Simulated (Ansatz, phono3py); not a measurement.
# Scattering channels in LiF (Griceite, Fm-3m), one at a time, part 3 of 3

Wanted: the sensitivity of κ of LiF (Griceite) to the choices of the transport step.

Experimental results on record:
- thermal conductivity 17.6 W/m/K near room temperature (given in “Combining the AFLOW GIBBS and Elastic Libraries to efficiently and robustly screen thermo-mechanical properties of solids”, 2017, arXiv:1611.05714)
- thermal conductivity 17.6 W/m/K near room temperature (given in “Predicting the lattice thermal conductivity of solids by solving the Boltzmann transport equation: AFLOW - AAPL an automated, accurate and efficient framework”, 2017, arXiv:1611.05481)

phono3py 4.10.0; DFT LDA, scalar-relativistic, plane waves, PAW; phono3py on Ansatz's force constants.

So far, κ at 300 K (W/m/K): step 2 (relaxation-time solution) 20.4; step 9 (q-mesh of the transport sums 25×25×25) 20.4; step 11 (boundary mean free path 0.1 micrometre) 16.4; step 12 (boundary mean free path 100 micrometre) 20.4; step 13 (q-mesh of the transport sums 19×19×19, solver LBTE) 22.0.

### 14. Two-phonon phase space, third order supercell 4×4×4, supercell 8×8×8

The two-phonon density of states counts the channels open to a mode, without matrix elements.

The input, phono3py.yaml:

```yaml
phono3py:
  version: "4.10.0"
  frequency_unit_conversion_factor: 15.633302
  symmetry_tolerance: 1.00000e-05

physical_unit:
  atomic_mass: "AMU"
  length: "angstrom"

space_group:
  type: "Fm-3m"
  number: 225
  Hall_symbol: "-F 4 2 3"

primitive_matrix:
- [  1.000000000000000,  0.000000000000000,  0.000000000000000 ]
- [  0.000000000000000,  1.000000000000000,  0.000000000000000 ]
- [  0.000000000000000,  0.000000000000000,  1.000000000000000 ]

supercell_matrix:
- [   4,   0,   0 ]
- [   0,   4,   0 ]
- [   0,   0,   4 ]

# [primitive_cell block left out]
unit_cell:
  lattice:
  - [     0.000000000000000,     1.954454422100000,     1.954454422100000 ] # a
  - [     1.954454422100000,     0.000000000000000,     1.954454422100000 ] # b
  - [     1.954454422100000,     1.954454422100000,     0.000000000000000 ] # c
  points:
  - symbol: Li # 1
    coordinates: [  0.000000000000000,  0.000000000000000,  0.000000000000000 ]
    mass: 6.940000
    reduced_to: 1
  - symbol: F # 2
    coordinates: [  0.500000000000000,  0.500000000000000,  0.500000000000000 ]
    mass: 18.998403
    reduced_to: 2

# [supercell block left out]
phonon_supercell_matrix:
- [   8,   0,   0 ]
- [   0,   8,   0 ]
- [   0,   0,   8 ]

# [phonon_primitive_cell block left out]
# [phonon_supercell block left out]
nac:
  born_effective_charge:
  - # 1 (Li)
    - [  1.040537852420564,  0.000000000000000,  0.000000000000000 ]
    - [  0.000000000000000,  1.040537852420565,  0.000000000000000 ]
    - [  0.000000000000000,  0.000000000000000,  1.040537852420565 ]
  - # 2 (F)
    - [ -1.040537852420564,  0.000000000000000,  0.000000000000000 ]
    - [  0.000000000000000, -1.040537852420565,  0.000000000000000 ]
    - [  0.000000000000000,  0.000000000000000, -1.040537852420565 ]
  dielectric_constant:
    - [  2.118186703513531,  0.000000000000000,  0.000000000000000 ]
    - [  0.000000000000000,  2.118186703513531,  0.000000000000000 ]
    - [  0.000000000000000,  0.000000000000000,  2.118186703513531 ]
  unit_conversion_factor: 14.399645
```

The run is started by

```console
$ phono3py phono3py.yaml --mesh 31 31 31 --jdos --gp 0 --num-freq-points 80
```

Log:

```text
[banner, memory and clock lines left out]
Rust backend (phonors) using rayon (16 threads).
Running in phono3py.load mode.
Spglib version 2.8.0
----------------------------- General settings -----------------------------
Run mode: jdos
HDF5 data compression filter: gzip
Crystal structure was read from "phono3py.yaml".
Supercell (dim): [4 4 4]
Phonon supercell (dim-fc2): [8 8 8]
Primitive matrix:
  [1. 0. 0.]
  [0. 1. 0.]
  [0. 0. 1.]
Spacegroup: Fm-3m (225)
Use -v option to watch primitive cell, unit cell, and supercell structures.
NAC parameters were read from "phono3py.yaml".
fc3 was read from "fc3.hdf5".
fc2 was read from "fc2.hdf5".
----------------------------- Force constants ------------------------------
Max drift of fc3: -0.00000000 (xxx) -0.00000000 (xxx) -0.00000000 (xxx)
Max drift of fc2: -0.00000000 (zz) -0.00000000 (zz)
--------------------------- Calculation settings ---------------------------
Non-analytical term correction (NAC): True
NAC unit conversion factor:  14.39964
BZ integration: Tetrahedron-method
Cutoff frequency: 0.01
Number of frequency sampling points: 80
Mesh sampling: [ 31 31 31 ]
Generating grid system ... [ 31 31 31 ]
  PRB 50, 13035(R) (1994), PRB 55, 10355 (1997)
  G-cutoff distance: 1.69, Number of G-points: 307, Lambda: 0.26
--------------------------------- Joint DOS ---------------------------------
Running harmonic phonon calculations...
======================= Grid point 0 (1/1) =======================
q-point: ( 0.00  0.00  0.00)
Number of triplets: 816
Frequency
   0.000
   0.000
   0.000
  10.169
  10.169
  10.169
Tetrahedron method is used.
Calculations at 80 frequency points are divided into 8 batches.
1/8: [ 1  2  3  4  5  6  7  8  9 10]
2/8: [11 12 13 14 15 16 17 18 19 20]
3/8: [21 22 23 24 25 26 27 28 29 30]
4/8: [31 32 33 34 35 36 37 38 39 40]
5/8: [41 42 43 44 45 46 47 48 49 50]
6/8: [51 52 53 54 55 56 57 58 59 60]
7/8: [61 62 63 64 65 66 67 68 69 70]
8/8: [71 72 73 74 75 76 77 78 79 80]
JDOS is written into "jdos-m313131-g0.dat".
```

Run time: 25 s. Hardware: 16 threads of Arm Neoverse N1, shared host; peak memory 0.61 GiB.

Joint density of states at Gamma against frequency; read off at these points:

| frequency (THz) | absorption class (1/THz) | decay class (1/THz) |
| --- | --- | --- |
| 0.0 | 0 | 0 |
| 0.5 | 5.74 | 2.3e-4 |
| 1.5 | 3.95 | 0.00280 |
| 2.5 | 4.97 | 0.00901 |
| 3.1 | 5.77 | 0.0128 |
| 4.1 | 4.39 | 0.0237 |
| 5.6 | 1.67 | 0.0470 |
| 7.1 | 1.41 | 0.0809 |
| 8.2 | 1.23 | 0.111 |
| 9.7 | 0.754 | 0.173 |
| 11.2 | 0.470 | 0.281 |
| 12.7 | 0.288 | 0.534 |
| 13.8 | 0.206 | 0.893 |
| 15.3 | 0.121 | 1.64 |
| 16.8 | 0.0601 | 2.45 |
| 17.8 | 0.0305 | 2.61 |
| 19.4 | 7.7e-4 | 2.95 |
| 20.9 | 0 | 2.86 |
| 22.4 | 0 | 2.77 |
| 23.4 | 0 | 1.94 |
| 25.0 | 0 | 1.92 |
| 26.5 | 0 | 1.41 |
| 27.5 | 0 | 1.42 |
| 29.0 | 0 | 0.853 |
| 30.6 | 0 | 0.109 |
| 32.1 | 0 | 0.0814 |
| 33.1 | 0 | 0.0832 |
| 34.6 | 0 | 0.0864 |
| 36.2 | 0 | 0.0901 |
| 37.7 | 0 | 0.0758 |
| 38.7 | 0 | 0.0499 |
| 40.2 | 0 | 0 |

Distinct peaks of the joint density of states at Gamma (absorption class) stand at 0.5 and 3.1 THz; the one at 3.06 THz is strongest.

### 15. An input with a fault, third order supercell 4×4×4, supercell 8×8×8

This input was changed on purpose, to see how the program answers.

phono3py.yaml is that of step 14.

The run is started by

```console
$ phono3py phono3py.yaml --br --ts 300
```

Log:

```text
Rust backend (phonors) using rayon (16 threads).
Running in phono3py.load mode.
Spglib version 2.8.0
----------------------------- General settings -----------------------------
Run mode: conductivity-RTA
HDF5 data compression filter: gzip
Crystal structure was read from "phono3py.yaml".
Supercell (dim): [4 4 4]
Phonon supercell (dim-fc2): [8 8 8]
Primitive matrix:
  [1. 0. 0.]
  [0. 1. 0.]
  [0. 0. 1.]
Spacegroup: Fm-3m (225)
Use -v option to watch primitive cell, unit cell, and supercell structures.

Mesh numbers have to be specified.

  ___ _ __ _ __ ___  _ __
 / _ \ '__| '__/ _ \| '__|
|  __/ |  | | | (_) | |
 \___|_|  |_|  \___/|_|
```

Wall time 24 s (16 threads); peak memory 0.61 GiB.

The run ended with an error.

The fault put into the input: no mesh.

### 16. Summary of results

| Property | Result |
| --- | --- |
| κ at 300 K, RTA, natural isotopes, mesh 27×27×27 | 20.4 W/m/K |
| κ at 300 K, RTA, pure, mesh 27×27×27 | 20.8 W/m/K |
| κ at 300 K, LBTE, mesh 19×19×19 | 22.0 W/m/K |

**Reading.** On these constants κ of LiF (Griceite) at 300 K is 20.4 W/(m K) in the base run, by relaxation time. The full solution gives 22.0 W/(m K) (phono3py, mesh 19×19×19). On the same constants and mesh Ansatz's figure, which includes its coherence part, and phono3py's, which doesn't, differ by up to 6.7 %; no usable coherence part from phono3py is at hand on this mesh. The last step of the mesh series (19 to 25) moves κ at 300 K by +0.7 %, while the coarsest mesh gives 114 % of the densest value. Normal processes make 61 % of the three-phonon scattering at 300 K, weighting modes by their heat capacity. A boundary length of 0.1 µm leaves 80 % of κ at 300 K. A boundary length of 100 µm leaves 100 % of κ at 300 K. A measured thermal conductivity near room temperature is 17.6 W/m/K (arXiv:1611.05714); the calculated 22.0 W/m/K differs by +25 %. The relaxed cell is 9 % smaller in volume than the database cell, which stiffens most phonons and usually raises κ; no run here tested that. Four-phonon, defect and boundary scattering, which are left out, would lower the calculated value; thermal expansion is left out too. The cell of these runs is 9 % smaller in volume than the database cell; frequencies and all that rests on them shift with it.

[Logs are printed without paths, hosts, clocks, repeated set-up lines and the standing remarks that a program may print on its own settings, such as how far it seeks lower states.]

[Hosts, paths, dates, database ids (printed as entryN), source tags and the programs' standing remarks are cut or masked in the printed files.]

[A step with changed settings may run another functional than the one named; its input shows which.]
